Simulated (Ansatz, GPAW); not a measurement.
**Screening of a field by a 4-layer slab of Pb(100)**

How does a 4-layer slab of Pb(100) screen a perpendicular field?

Method: Ansatz plane waves; slab in vacuum with a dipole correction, relaxation; PAW set soft_1, in the first sound run; inputs show where later runs differ, in GPAW 26.7.0 and Ansatz 0.2.0.

## Step 1: The structure

The cell holds 4 atoms: 4 Pb. Cell: a = 3.500 Å, b = 3.500 Å, c = 23.425 Å, α = 90.0°, β = 90.0°, γ = 90.0°. Vacuum lies along c.

As a file:

```cif
data_structure
_symmetry_space_group_name_H-M 'P 1'
_symmetry_Int_Tables_number 1
_cell_length_a 3.5002
_cell_length_b 3.5002
_cell_length_c 23.4250
_cell_angle_alpha 90.000
_cell_angle_beta 90.000
_cell_angle_gamma 90.000
_cell_volume 286.99
loop_
_atom_site_label
_atom_site_type_symbol
_atom_site_fract_x
_atom_site_fract_y
_atom_site_fract_z
_atom_site_occupancy
Pb1 Pb 0.50000 0.50000 0.34152 1
Pb2 Pb 0.00000 0.00000 0.44717 1
Pb3 Pb 0.50000 0.50000 0.55283 1
Pb4 Pb 0.00000 0.00000 0.65848 1
```

## Step 2: Relaxation

Forces are removed first; all later runs use this geometry. The lowest 2 atoms are held at bulk positions and keep their forces.

The input, input.yaml:

```yaml
crystal:
  lattice:
    - [3.5001785669, 0.0, 0.0]
    - [0.0, 3.5001785669, 0.0]
    - [0.0, 0.0, 23.425]
  atoms:
    - { symbol: Pb, position: [0.5, 0.5, 0.3415154749] }
    - { symbol: Pb, position: [0.0, 0.0, 0.447171825] }
    - { symbol: Pb, position: [0.5, 0.5, 0.552828175] }
    - { symbol: Pb, position: [0.0, 0.0, 0.6584845251] }
kpoints:
  mp_grid: { grid: [9, 9, 1] }
hamiltonian:
  xc: pbe
  pseudopotentials: { kind: paw, azcp: { folder: soft_1 } }
scf:
  occupations: { method: fermi_dirac, width: 0.1 }
efield:
  axis: 3
  dipole_correction: true
  ramp_width: 0.05
relax:
  f_tol: 0.02
  max_steps: 60
  constraints: [{ sites: [0, 1] }]
output:
  write_potential: true
  write_density: true
  volumetric_format: npy
```

Started as:

```console
ansatz run input.yaml --threads 4 --pin off --max-ram 8192MiB --backend cpu --events-out ev --progress --plain --runs-dir out
```

Numbers of over 12 decimals in the logs are rounded to 6 here.

Log:

```text
Engine: ansatz 0.2.0, x86_64-unknown-linux-gnu
Pseudopotentials: kind: paw
Pseudopotential: Pb, paw, valence charge 14, recommended cutoff 420 eV (normal), soft_1/Pb.paw.azcp
Functional definition: PBE
  parameter kappa = 0.804
  parameter beta = 0.066725
  exchange = pbe_x(kappa = kappa, mu = beta*pi^2/3)
  correlation = pbe_c(beta = beta)
Crystal: 4 atoms, lattice volume = 286.986 Å³
Basis set: ecut = 420 eV, 5587 PW (Γ), exchange–correlation on 48×48×320 points (8 copies of the dense FFT grid, shifted against one another)
Bands: 34, of which v1, the nominal top of the filled ones, is band 28 counted from 1 (27 counted from 0)
Symmetry: 8 space group operations
k-points: 15 of 81
Non-local potential: Pb, projectors of the file, l = 0: 2, l = 1: 2, l = 2: 2, l = 3: 1
PAW form: soft (Blöchl's): semilocal exchange-correlation on the pseudo side does not see the compensation charge
PAW one-centre angular grid: Pb, 590 points (default); XC on 64 Gauss nodes
Initial density: superposition of atomic densities (neutral atoms: chi_scale 0, normalization atom)
Initial wavefunctions: pseudopotential atomic-orbital guess
Functional: x = pbe(κ = 0.804, μ = 0.219515), c = pbe(β = 0.066725)
iter 1 solved again at ethr=1.33e-3 eV; its pass at ethr=3.10e-3 eV (dr2=7.46e-1 eV) is discarded
SCF iter   1: F=—  HF=-47635.000402 eV  |F-HF|=—  |Δ(HF+E_count)|=         —  Δρ=6.06e-3  dr2=7.87e-1  ethr=1.33e-3  p=0.000 e·Å  D=1.70e-14 V/Å  ΔV_dip=-0.00 eV  dr2_dipole=1.06e-11  V_vac-E_F(+/−)=4.72/4.72 eV  ⟨swp⟩=1.0  Hψ=2972  notcnv=0
efield: sawtooth ramp at fractional position 0.9750 (placed from the atoms, in the widest stretch of the axis that holds none; the zero of the levels goes with the place), width 0.0500; the density the first Hamiltonian is built on has a dipole p = 0.000 e·Å; the dipole correction subtracts the counter field D = 1.70e-14 V/Å, which shifts the + side's vacuum level by -0.00 eV against the − side's; the planar-averaged density in the ramp window peaks in size at 2.4e-7 e/Å³
preconditioner: auto → LDOS  [insulator: Δε(μ)=0.283 eV  Ē_g=15.728 eV  σ=0.100 eV  W_gap=0.51  n_scr=42 (ndim 8)  ℏωp=16.4 eV  f_vac=0.507  D(μ)=1.59/eV (n_scr^D=6)  ε∞_Penn≈2.1  β→1.0]
SCF iter   2: F=—  HF=-47634.917533 eV  |F-HF|=—  |Δ(HF+E_count)|=   8.29e-2  Δρ=4.55e-3  dr2=3.14e-1  ethr=1.33e-3  p=0.000 e·Å  D=2.13e-6 V/Å  ΔV_dip=-0.00 eV  dr2_dipole=5.19e-10  V_vac-E_F(+/−)=3.53/3.53 eV  ⟨swp⟩=4.5  Hψ=1230  notcnv=0  defer=2
SCF iter   3: F=—  HF=-47634.886585 eV  |F-HF|=—  |Δ(HF+E_count)|=   3.09e-2  Δρ=1.23e-3  dr2=2.22e-2  ethr=5.60e-4  p=-0.000 e·Å  D=-3.62e-6 V/Å  ΔV_dip=0.00 eV  dr2_dipole=1.55e-9  V_vac-E_F(+/−)=3.83/3.83 eV  ⟨swp⟩=3.7  Hψ=1109  notcnv=0  defer=2
SCF iter   4: F=—  HF=-47634.884099 eV  |F-HF|=—  |Δ(HF+E_count)|=   2.49e-3  Δρ=3.66e-4  dr2=4.41e-4  ethr=3.96e-5  p=0.000 e·Å  D=1.81e-6 V/Å  ΔV_dip=-0.00 eV  dr2_dipole=1.30e-9  V_vac-E_F(+/−)=3.73/3.73 eV  ⟨swp⟩=2.6  Hψ=950  notcnv=0  defer=2
SCF iter   5: F=—  HF=-47634.884014 eV  |F-HF|=—  |Δ(HF+E_count)|=   8.51e-5  Δρ=7.58e-5  dr2=1.22e-5  ethr=7.87e-7  p=-0.000 e·Å  D=-2.80e-8 V/Å  ΔV_dip=0.00 eV  dr2_dipole=1.82e-11  V_vac-E_F(+/−)=3.72/3.72 eV  ⟨swp⟩=2.0  Hψ=913  notcnv=0  defer=2
SCF iter   6: F=-47634.884025 eV  HF=-47634.884024 eV  |F-HF|=4.63e-7  |Δ(HF+E_count)|=   9.94e-6  Δρ=1.76e-5  dr2=7.17e-7  ethr=1.79e-8  p=0.000 e·Å  D=3.51e-7 V/Å  ΔV_dip=-0.00 eV  dr2_dipole=3.19e-11  V_vac-E_F(+/−)=3.72/3.72 eV  ⟨swp⟩=11.9  Hψ=4993  notcnv=0
SCF 1 converged in 6 iterations: F = -47634.884025 eV  dr2 = 7.17e-7
  Residual-converged pass: ⟨swp⟩=1.0  Hψ=570  notcnv=0  max |occ|·‖R‖ = 6.9e-9 eV (tolerance 1.0e-8 eV)  dr2=7.17e-7  dr2_onsite=1.60e-7  max |Δocc| = 8.0e-13
  greatest PAW one-centre occupation: 0.978 electrons in one spin orbital (limit 2), on the Pb atom at site 0 (counted from 0), in its partial waves of l = 2
relax step   1: F+E_penalty+E_count = -47634.88402464 eV  Δ(F+E_penalty+E_count) = +0.000e0 eV  max|allowed force component| = 4.714e-1 eV/Å  Δτ_max = 0.0000 Å  (6 SCF iters, dr2 threshold 1.00e-5 eV, accepted)
Initial density: handed on by an earlier stage of this run
Initial wavefunctions: those handed on with the density
iter 1 solved again at ethr=6.12e-5 eV; its pass at ethr=3.10e-3 eV (dr2=3.43e-2 eV) is discarded
SCF iter   1: F=—  HF=-47634.928075 eV  |F-HF|=—  |Δ(HF+E_count)|=         —  Δρ=1.65e-3  dr2=3.52e-2  ethr=6.12e-5  p=0.000 e·Å  D=5.61e-8 V/Å  ΔV_dip=-0.00 eV  dr2_dipole=9.49e-3  V_vac-E_F(+/−)=3.72/3.72 eV  ⟨swp⟩=1.0  Hψ=2267  notcnv=0
efield: sawtooth ramp at fractional position 0.9750 (handed on by an earlier solve), width 0.0500; the density the first Hamiltonian is built on has a dipole p = 0.000 e·Å; the dipole correction subtracts the counter field D = 5.61e-8 V/Å, which shifts the + side's vacuum level by -0.00 eV against the − side's; the planar-averaged density in the ramp window peaks in size at 7.3e-7 e/Å³
preconditioner: auto → LDOS  [insulator: Δε(μ)=0.335 eV  Ē_g=15.801 eV  σ=0.100 eV  W_gap=0.66  n_scr=42 (ndim 8)  ℏωp=16.4 eV  f_vac=0.510  D(μ)=1.61/eV (n_scr^D=6)  ε∞_Penn≈2.1  β→1.0]
SCF iter   2: F=—  HF=-47634.926104 eV  |F-HF|=—  |Δ(HF+E_count)|=   1.97e-3  Δρ=4.39e-4  dr2=3.90e-3  ethr=6.12e-5  p=-0.003 e·Å  D=-1.95e-3 V/Å  ΔV_dip=0.05 eV  dr2_dipole=2.84e-4  V_vac-E_F(+/−)=3.78/3.74 eV  ⟨swp⟩=1.7  Hψ=541  notcnv=0
SCF iter   3: F=—  HF=-47634.925780 eV  |F-HF|=—  |Δ(HF+E_count)|=   3.24e-4  Δρ=1.61e-4  dr2=3.62e-4  ethr=6.97e-6  p=-0.001 e·Å  D=-5.37e-4 V/Å  ΔV_dip=0.01 eV  dr2_dipole=5.49e-7  V_vac-E_F(+/−)=3.73/3.71 eV  ⟨swp⟩=2.5  Hψ=853  notcnv=0  defer=1
SCF iter   4: F=—  HF=-47634.925755 eV  |F-HF|=—  |Δ(HF+E_count)|=   2.52e-5  Δρ=4.55e-5  dr2=1.46e-5  ethr=6.46e-7  p=-0.001 e·Å  D=-4.19e-4 V/Å  ΔV_dip=0.01 eV  dr2_dipole=2.00e-6  V_vac-E_F(+/−)=3.73/3.72 eV  ⟨swp⟩=2.8  Hψ=944  notcnv=0  defer=1
SCF iter   5: F=-47634.925754 eV  HF=-47634.925754 eV  |F-HF|=2.67e-8  |Δ(HF+E_count)|=   7.42e-7  Δρ=9.97e-6  dr2=4.12e-7  ethr=2.48e-8  p=-0.001 e·Å  D=-4.11e-4 V/Å  ΔV_dip=0.01 eV  dr2_dipole=7.13e-8  V_vac-E_F(+/−)=3.73/3.72 eV  ⟨swp⟩=11.7  Hψ=4690  notcnv=0
SCF 2 converged in 5 iterations: F = -47634.925754 eV  dr2 = 4.12e-7
  Residual-converged pass: ⟨swp⟩=1.1  Hψ=571  notcnv=0  max |occ|·‖R‖ = 7.1e-9 eV (tolerance 1.0e-8 eV)  dr2=4.12e-7  dr2_onsite=7.36e-9  max |Δocc| = 5.1e-11
relax step   2: F+E_penalty+E_count = -47634.92575395 eV  Δ(F+E_penalty+E_count) = -4.173e-2 eV  max|allowed force component| = 8.545e-2 eV/Å  Δτ_max = 0.1945 Å  (5 SCF iters, dr2 threshold 1.39e-5 eV, accepted)
SCF iter   1: F=—  HF=-47634.927454 eV  |F-HF|=—  |Δ(HF+E_count)|=         —  Δρ=3.61e-4  dr2=1.57e-3  ethr=2.68e-5  p=-0.001 e·Å  D=-4.10e-4 V/Å  ΔV_dip=0.01 eV  dr2_dipole=3.85e-4  V_vac-E_F(+/−)=3.73/3.73 eV  ⟨swp⟩=4.3  Hψ=1477  notcnv=0  defer=1
efield: sawtooth ramp at fractional position 0.9750 (handed on by an earlier solve), width 0.0500; the density the first Hamiltonian is built on has a dipole p = -0.001 e·Å; the dipole correction subtracts the counter field D = -4.10e-4 V/Å, which shifts the + side's vacuum level by +0.01 eV against the − side's; the planar-averaged density in the ramp window peaks in size at 6.8e-7 e/Å³
preconditioner: auto → LDOS  [insulator: Δε(μ)=0.298 eV  Ē_g=15.800 eV  σ=0.100 eV  W_gap=0.62  n_scr=42 (ndim 8)  ℏωp=16.4 eV  f_vac=0.510  D(μ)=1.65/eV (n_scr^D=6)  ε∞_Penn≈2.1  β→1.0]
SCF iter   2: F=—  HF=-47634.927356 eV  |F-HF|=—  |Δ(HF+E_count)|=   9.82e-5  Δρ=9.31e-5  dr2=1.96e-4  ethr=2.80e-6  p=-0.001 e·Å  D=-8.17e-4 V/Å  ΔV_dip=0.02 eV  dr2_dipole=5.43e-7  V_vac-E_F(+/−)=3.75/3.73 eV  ⟨swp⟩=1.0  Hψ=630  notcnv=0  defer=1
SCF iter   3: F=—  HF=-47634.927373 eV  |F-HF|=—  |Δ(HF+E_count)|=   1.77e-5  Δρ=3.92e-5  dr2=2.39e-5  ethr=3.50e-7  p=-0.001 e·Å  D=-6.77e-4 V/Å  ΔV_dip=0.02 eV  dr2_dipole=9.80e-7  V_vac-E_F(+/−)=3.74/3.72 eV  ⟨swp⟩=2.7  Hψ=889  notcnv=0  defer=1
SCF iter   4: F=-47634.927371 eV  HF=-47634.927372 eV  |F-HF|=2.03e-7  |Δ(HF+E_count)|=   1.70e-6  Δρ=9.44e-6  dr2=4.24e-7  ethr=8.15e-10  p=-0.001 e·Å  D=-6.04e-4 V/Å  ΔV_dip=0.01 eV  dr2_dipole=4.86e-8  V_vac-E_F(+/−)=3.74/3.72 eV  ⟨swp⟩=9.8  Hψ=4450  notcnv=0
SCF 3 converged in 4 iterations: F = -47634.927371 eV  dr2 = 4.24e-7
relax step   3: F+E_penalty+E_count = -47634.92737139 eV  Δ(F+E_penalty+E_count) = -1.617e-3 eV  max|allowed force component| = 7.835e-3 eV/Å  Δτ_max = 0.0412 Å  (4 SCF iters, dr2 threshold 4.56e-7 eV, accepted)
iter 1 solved again at ethr=7.57e-10 eV; its pass at ethr=3.10e-3 eV (dr2=4.24e-7 eV) is discarded
SCF iter   1: F=—  HF=-47634.927374 eV  |F-HF|=—  |Δ(HF+E_count)|=         —  Δρ=9.42e-6  dr2=4.24e-7  ethr=7.57e-10  p=-0.001 e·Å  D=-6.04e-4 V/Å  ΔV_dip=0.01 eV  dr2_dipole=4.88e-8  V_vac-E_F(+/−)=3.74/3.72 eV  ⟨swp⟩=1.0  Hψ=1380  notcnv=0  defer=1
efield: sawtooth ramp at fractional position 0.9750 (handed on by an earlier solve), width 0.0500; the density the first Hamiltonian is built on has a dipole p = -0.001 e·Å; the dipole correction subtracts the counter field D = -6.04e-4 V/Å, which shifts the + side's vacuum level by +0.01 eV against the − side's; the planar-averaged density in the ramp window peaks in size at 6.6e-7 e/Å³
preconditioner: auto → LDOS  [insulator: Δε(μ)=0.299 eV  Ē_g=15.800 eV  σ=0.100 eV  W_gap=0.62  n_scr=42 (ndim 8)  ℏωp=16.4 eV  f_vac=0.510  D(μ)=1.65/eV (n_scr^D=6)  ε∞_Penn≈2.1  β→1.0]
SCF iter   2: F=—  HF=-47634.927372 eV  |F-HF|=—  |Δ(HF+E_count)|=   2.18e-6  Δρ=6.77e-6  dr2=2.54e-7  ethr=7.57e-10  p=-0.001 e·Å  D=-6.06e-4 V/Å  ΔV_dip=0.01 eV  dr2_dipole=5.37e-9  V_vac-E_F(+/−)=3.74/3.72 eV  ⟨swp⟩=2.1  Hψ=933  notcnv=0  defer=1
SCF iter   3: F=-47634.927372 eV  HF=-47634.927372 eV  |F-HF|=1.34e-8  |Δ(HF+E_count)|=   3.89e-8  Δρ=1.57e-6  dr2=2.65e-8  ethr=1.79e-10  p=-0.001 e·Å  D=-6.00e-4 V/Å  ΔV_dip=0.01 eV  dr2_dipole=5.13e-13  V_vac-E_F(+/−)=3.74/3.72 eV  ⟨swp⟩=8.1  Hψ=3838  notcnv=0
SCF 4 converged in 3 iterations: F = -47634.927372 eV  dr2 = 2.65e-8
relax step   4: F+E_penalty+E_count = -47634.92737163 eV  Δ(F+E_penalty+E_count) = -2.470e-7 eV  max|allowed force component| = 7.808e-3 eV/Å  Δτ_max = 0.0000 Å  (3 SCF iters, accepted)
NSCF: frozen V_eff on 15 k-points
the band table was solved once a step of the walk had ended and its energy, with any forces and stress, was formed, with the checks that follow a solve (2414 applications of the Hamiltonian). They found nothing against the state; the energy, forces and stress were not computed again (output.eigenvalues in the input reference)
WARN: The output density's exchange-correlation potential varies sharply where the density is thin. Do not read a vacuum level from v_tot or v_xc, or from such a field of the output density. On a cell that repeats whose density bears no net charge and no dipole along the vacuum's axis use v_es (v_loc + v_h of the components); under efield.dipole_correction with no amplitude use v_es + v_field, which holds any externa [...]
SCF converged after 3 iterations
Free energy (F): -47634.927372 eV
Harris-Foulkes:  -47634.927372 eV  (|F-HF|=1.34e-8)
Internal energy: -47634.869788 eV  (E = F + TS)
E sigma→0 (E₀):  -47634.898580 eV
Entropy (-TS):   -0.057584 eV (-14.396 meV/atom)
Fermi energy:    2.624145 eV
Dipole field:    D = -0.000601 V/Å  (p = -0.000953 e·Å, saw-weighted, corrected)
Work function:   Φ+ = 3.7378 eV   Φ− = 3.7237 eV
Levels:          The Fermi level and band energies are counted from a zero that moves with the ramp; work functions are not
--- Per-component energies (eV) ---
  E_band       = -616.659652
  E_kinetic    = 1170.003968
  E_local      = -34035.484525  (includes V_loc(G=0)·N_el)
  E_nonlocal   = 1220.540205
  E_hartree    = 16328.126551
  E_xc         = -821.376362
  E_vxc        = -549.407977  (∫ρ·V_xc dr)
  E_paw        = -41572.594004  (= ΣΔE_a)
  E_vpaw       = -1078.544214  (= ΣTr[D̂ρ^β])
  E_aug_tail   = -0.000030  (compensation charges beyond the density's cutoff)
  E_efield     = 0.000000  (sawtooth field / dipole correction)
  E_vefield    = 0.003007  (∫n·V_field dr)
  E_ewald      = 10075.914410
  E_smearing   = -0.057584  (= −TS)
  E_closure    = 0.000000  (closes the sum)
  Σ components = -47634.927372   (vs F -47634.927372, Δ=0.00e0)
--- Forces (eV/Å), atoms counted from 1 ---
  atom   1  Pb     0.00000000     0.00000000     0.18001264
  atom   2  Pb     0.00000000     0.00000000    -0.19384933
  atom   3  Pb    -0.00000000     0.00000000     0.00602103
  atom   4  Pb     0.00000000     0.00000000     0.00780832
  max |Σ_I F_I| component: 7.34e-6 eV/Å
--- Band table (eV; the first three rows and the last of 15) ---
  k-point 0: bands = [... 24 lower, 0.0002, 1.9134, 4.2830, 5.0980, 5.0980, 5.8595, 5.8769, 5.8769, ... 2 higher]
  k-point 1: bands = [... 24 lower, 0.1581, 1.8672, 3.5183, 3.9540, 5.2768, 5.3191, 5.4607, 6.0411, ... 2 higher]
  k-point 2: bands = [... 24 lower, 0.5040, 1.1001, 1.8076, 2.7427, 3.9209, 4.8887, 5.6284, 5.7973, ... 2 higher]
  k-point 14: bands = [... 24 lower, -0.1327, 0.1993, 0.6410, 0.7134, 1.8910, 2.4440, 3.0368, 3.7708, ... 2 higher]
--- Relaxed structure (4 steps of the walk, 4 accepted, 0 SCFs on fresh bases) ---
  F+E_penalty+E_count = -47634.92737163 eV   max|allowed force component| = 7.808e-3 eV/Å
  atoms:
    - { symbol: Pb, position: [0.500000, 0.500000, 0.341515] }
    - { symbol: Pb, position: [0.0, 0.0, 0.447172] }
    - { symbol: Pb, position: [0.500000, 0.500000, 0.562888] }
    - { symbol: Pb, position: [0, 0.0, 0.663682] }
```

The job ended after 7.7 s (4 threads of Intel Xeon Platinum 8488C (Sapphire Rapids), shared host; peak memory 0.71 GiB; 29 s of CPU time).

Relaxation path:

| step | energy less that of the first step (eV) | largest force component (eV/Å) |
| --- | --- | --- |
| 1 | 0.0000 | 0.4714 |
| 2 | -0.0417 | 0.0855 |
| 3 | -0.0433 | 0.0078 |
| 4 | -0.0433 | 0.0078 |

The run keeps the 8 symmetry operations that it works with, so distortions that break them were not tested.

The atoms that moved most (Å):

| atom | dx | dy | dz | length |
| --- | --- | --- | --- | --- |
| Pb3 | 0.000 | 0.000 | 0.236 | 0.236 |
| Pb4 | 0.000 | 0.000 | 0.122 | 0.122 |

Final coordinates:

```
Pb
1.0
     3.50018    0.00000    0.00000
     0.00000    3.50018    0.00000
     0.00000    0.00000   23.42500
Pb
4
Direct
  0.50000 0.50000 0.34152
  0.00000 0.00000 0.44717
  0.50000 0.50000 0.56289
  0.00000 0.00000 0.66368
```

This step gave:

* free energy: -47634.9274 eV
* smearing term TS: 0.05758 eV
* symmetry operations: 8
* upper work function: 3.738 eV
* lower work function: 3.724 eV
* dipole along the normal: -9.53e-4 e·Å
* dipole field: -6.01e-4 V/Å
* vacuum level above: 6.362 eV
* vacuum level below: 6.348 eV

The electrostatic potential energy of an electron (with the applied field's), less the Fermi level, planar mean oscillates, so the rows of the table below give means over windows of 1 Å about each position, cut where the curve ends. Its maxima inside the range that stand out by 2 % of the span (Å: eV): 9.2: -0.122, 11.9: 0.819, 14.3: -0.745. Its minima: 8.1: -10.2, 10.5: -10.2, 13.2: -10.3, 15.5: -10.2.

The electrostatic potential energy of an electron (with the applied field's), less the Fermi level, planar mean by z; means over each step:

| z (Å) | electrostatic potential energy of an electron (with the applied field's), less the Fermi level, planar mean (eV) |
| --- | --- |
| 0 | 3.73 |
| 1 | 3.72 |
| 2 | 3.72 |
| 3 | 3.72 |
| 4 | 3.72 |
| 5 | 3.68 |
| 6 | 3.28 |
| 7 | -1.18 |
| 8 | -9.35 |
| 9 | -2.41 |
| 10 | -7.05 |
| 11 | -6.48 |
| 12 | -0.654 |
| 13 | -8.96 |
| 14 | -4.14 |
| 15 | -6.56 |
| 16 | -7.01 |
| 17 | 2.10 |
| 18 | 3.58 |
| 19 | 3.72 |
| 20 | 3.74 |
| 21 | 3.74 |
| 22 | 3.74 |
| 23 | 3.74 |

The valence density, planar mean oscillates, so the rows of the table below give means over windows of 2.49 Å about each position, cut where the curve ends. Its maxima inside the range that stand out by 2 % of the span (Å: e/Å³): 8.1: 0.898, 10.5: 0.893, 13.2: 0.904, 15.5: 0.903. Its minima: 9.2: 0.144, 11.9: 0.107, 14.3: 0.165.

Valence density, planar mean against z; means over each step:

z (Å), valence density, planar mean (e/Å³) and a bar:
```
     1.25      0.000 
     3.74      0.000 
     6.23      0.073 #####
     8.71      0.461 #############################
    11.21      0.425 ###########################
    13.70      0.475 ##############################
    16.19      0.400 #########################
    18.68      0.002 
    21.17      0.000
```

The relaxation lowered the energy of the cell by 0.0433 eV.

[end of part 1 of 2]

[Logs are printed without paths, hosts, clocks, repeated set-up lines and the standing remarks that a program may print on its own settings, such as how far it seeks lower states.]

[Hosts, paths, dates, database ids (printed as entryN), source tags and the programs' standing remarks are cut or masked in the printed files.]
